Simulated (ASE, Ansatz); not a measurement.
**MgS(100) slab (72 atoms), the frame at 162 fs of a trajectory (instantaneous temperature 223 K)**

This is the frame at 162 fs of a trajectory (instantaneous temperature 223 K). Method: Kohn-Sham DFT, LDA, PAW (set soft_2), plane waves (Ansatz 0.2.0); cutoff 420 eV, Γ point, fermi-dirac smearing of 0.05 eV.

Cell vectors (Å):

```
11.031 0.000 0.000
0.000 11.031 0.000
0.000 0.000 21.800
```

Positions in Å, forces in eV/Å:

```tsv
atom	x	y	z	fx	fy	fz
Mg1	0.018	11.009	7.126	0.066	0.072	0.409
S2	1.772	1.882	6.894	0.437	-0.368	0.152
Mg3	1.855	1.815	9.822	-0.197	0.108	-0.867
S4	0.118	3.649	9.629	-0.077	0.256	0.416
Mg5	11.009	10.989	12.102	0.062	0.024	0.578
S6	1.934	1.776	12.253	-0.234	0.034	-0.193
Mg7	1.921	1.930	14.754	-0.204	-0.452	-0.491
S8	11.031	3.568	14.682	-0.236	0.482	0.629
Mg9	11.009	3.688	7.108	0.268	-0.054	0.502
S10	1.895	5.491	7.118	0.057	0.268	-0.062
Mg11	1.992	5.560	9.750	-0.557	-0.227	-0.553
S12	0.074	7.392	9.668	-0.233	-0.424	-0.025
Mg13	0.132	3.609	12.253	-0.341	0.012	-0.463
S14	1.883	5.434	12.246	-0.096	0.211	-0.997
Mg15	1.801	5.511	14.593	0.002	0.016	0.344
S16	0.106	7.421	14.729	-0.362	-0.520	0.178
Mg17	0.057	7.345	7.160	-0.112	-0.180	0.343
S18	1.782	9.138	7.139	0.572	0.378	-0.217
Mg19	1.815	9.320	9.705	-0.041	-0.256	-0.424
S20	10.929	0.004	9.643	0.424	0.017	0.081
Mg21	11.005	7.288	12.108	0.129	0.069	0.673
S22	1.784	9.091	12.178	0.236	0.331	-0.567
Mg23	2.020	9.123	14.570	-0.609	0.168	0.077
S24	0.043	11.022	14.639	-0.174	0.076	0.236
Mg25	3.660	0.035	7.047	-0.072	0.037	0.492
S26	5.572	1.886	6.888	-0.331	0.085	0.185
Mg27	5.659	1.872	9.671	-0.208	-0.198	-0.466
S28	3.748	3.640	9.660	-0.019	-0.066	-0.201
Mg29	3.762	0.045	12.158	-0.300	-0.156	0.296
S30	5.550	1.855	12.232	0.129	-0.225	-0.587
Mg31	5.490	1.801	14.655	-0.043	-0.051	-0.035
S32	3.667	3.712	14.648	0.252	-0.214	0.605
Mg33	3.665	3.713	7.150	0.020	-0.212	0.151
S34	5.543	5.488	7.106	0.109	0.285	-0.062
Mg35	5.452	5.522	9.735	0.399	-0.058	-0.602
S36	3.733	7.376	9.681	0.009	0.104	0.016
Mg37	3.755	3.631	12.094	-0.358	-0.034	0.669
S38	5.465	5.430	12.229	0.471	0.542	-0.596
Mg39	5.670	5.477	14.640	-0.333	0.074	-0.113
S40	3.713	7.286	14.635	0.288	-0.044	0.620
Mg41	3.769	7.272	7.179	-0.158	0.241	0.193
S42	5.548	9.297	7.006	-0.298	-0.195	-0.047
Mg43	5.522	9.272	9.771	-0.178	-0.064	-0.687
S44	3.657	0.038	9.659	0.111	0.051	-0.251
Mg45	3.678	7.374	12.159	-0.025	-0.092	0.212
S46	5.496	9.260	12.274	0.079	-0.344	-0.575
Mg47	5.503	9.053	14.693	0.114	0.294	-0.163
S48	3.673	10.966	14.685	0.349	0.305	0.527
Mg49	7.329	0.166	7.043	0.059	-0.453	0.704
S50	9.214	1.819	7.149	-0.105	-0.020	-0.475
Mg51	9.255	1.951	9.659	0.029	-0.251	-0.318
S52	7.420	3.669	9.606	-0.251	0.277	0.188
Mg53	7.358	11.022	12.162	0.155	0.031	0.134
S54	9.190	1.853	12.094	-0.011	-0.105	0.222
Mg55	9.087	1.719	14.558	0.588	0.128	-0.097
S56	7.325	3.589	14.733	0.215	0.284	0.303
Mg57	7.409	3.684	7.056	-0.086	0.110	0.510
S58	9.254	5.471	7.075	-0.205	0.275	-0.091
Mg59	9.149	5.595	9.683	0.327	-0.270	-0.427
S60	7.297	7.434	9.623	0.020	-0.619	0.002
Mg61	7.316	3.667	12.159	0.327	0.056	0.140
S62	9.179	5.516	12.193	-0.009	-0.132	-0.257
Mg63	9.192	5.468	14.671	0.221	0.084	-0.371
S64	7.436	7.376	14.633	-0.237	-0.344	0.459
Mg65	7.374	7.560	7.107	-0.179	-0.448	0.338
S66	9.245	9.127	7.148	-0.049	0.274	-0.387
Mg67	9.178	9.068	9.711	0.181	0.547	-0.524
S68	7.304	10.950	9.626	0.159	0.534	0.075
Mg69	7.365	7.415	12.066	-0.130	-0.323	0.671
S70	9.135	9.126	12.171	0.289	0.380	-0.123
Mg71	9.244	9.241	14.646	0.277	-0.091	-0.218
S72	7.394	10.987	14.748	-0.372	-0.030	0.202
```

Only the Γ point is sampled, in a cell whose shortest periodic width is 11 Å.

The r.m.s. force component is 0.320 eV/Å; the longest force, 1.02 eV/Å, acts on S14. The energy lies 9.8 meV/atom above that of the first step of this run.

[Logs are printed without paths, hosts, clocks, repeated set-up lines and the standing remarks that a program may print on its own settings, such as how far it seeks lower states.]

[Hosts, paths, dates, database ids (printed as entryN), source tags and the programs' standing remarks are cut or masked in the printed files.]
